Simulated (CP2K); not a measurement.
Consider nitrosooxirane at its PBE geometry (Å).

```xyz
8

O     2.3608   -0.5611   -0.0507
N     1.1938   -0.9259   -0.1625
C     0.2488    0.0215    0.4266
C    -0.9598    0.2645   -0.4039
O    -1.0163   -0.5593    0.7707
H     0.6657    0.7845    1.0933
H    -1.0633   -0.2724   -1.3499
H    -1.4296    1.2482   -0.3236
```

Method: CP2K XAS_TDP, all-electron GAPW, PBEh(45%), aug-cc-pVDZ, TDA, GW2X-corrected core level, no relativity.

Question: Predict the bright core excitations at the O K edge.

Leading lines: O1 530.95 eV and O5 534.14 eV. The leading line of an atom is its first one with 35 % of the strongest within 2.5 eV of its lowest line over the strength cut. Core ionisation energies at this level: O1 540.45 and O5 539.38 eV.

The first six lines of each atom with a strength over 0.0015:

| atom | energy (eV) | states | strength, one atom | above the computed threshold |
| --- | --- | --- | --- | --- |
| O1 (bonded to N) | 530.95 | 1 | 0.0531 |  |
|  | 539.48 | 1 | 0.0034 |  |
|  | 539.82 | 1 | 0.0029 |  |
|  | 540.62 | 1 | 0.0016 | yes |
|  | 541.01 | 1 | 0.0060 | yes |
|  | 541.36 | 1 | 0.0072 | yes |
| O5 (bonded to 2 C) | 534.14 | 1 | 0.0205 |  |
|  | 535.99 | 1 | 0.0386 |  |
|  | 537.31 | 1 | 0.0211 |  |
|  | 537.77 | 1 | 0.0031 |  |
|  | 538.68 | 1 | 0.0015 |  |
|  | 539.41 | 1 | 0.0044 | yes |

Lines are vertical, at one geometry, with no vibrational structure. GW2X ionisation energies and lines can be off by 1 to 2 eV either way, and a good line position may hide errors that cancel. These values hold no scalar relativity, about 0.4 eV for O 1s. Rydberg lines, and the discretised continuum above threshold, depend on the basis and the box.

[Banner, clock and machine lines of the logs are left out without a mark of their own.]

[Logs are printed without paths, hosts, clocks, repeated set-up lines and the standing remarks that a program may print on its own settings, such as how far it seeks lower states.]

[Hosts, paths, dates, database ids (printed as entryN), source tags and the programs' standing remarks are cut or masked in the printed files.]
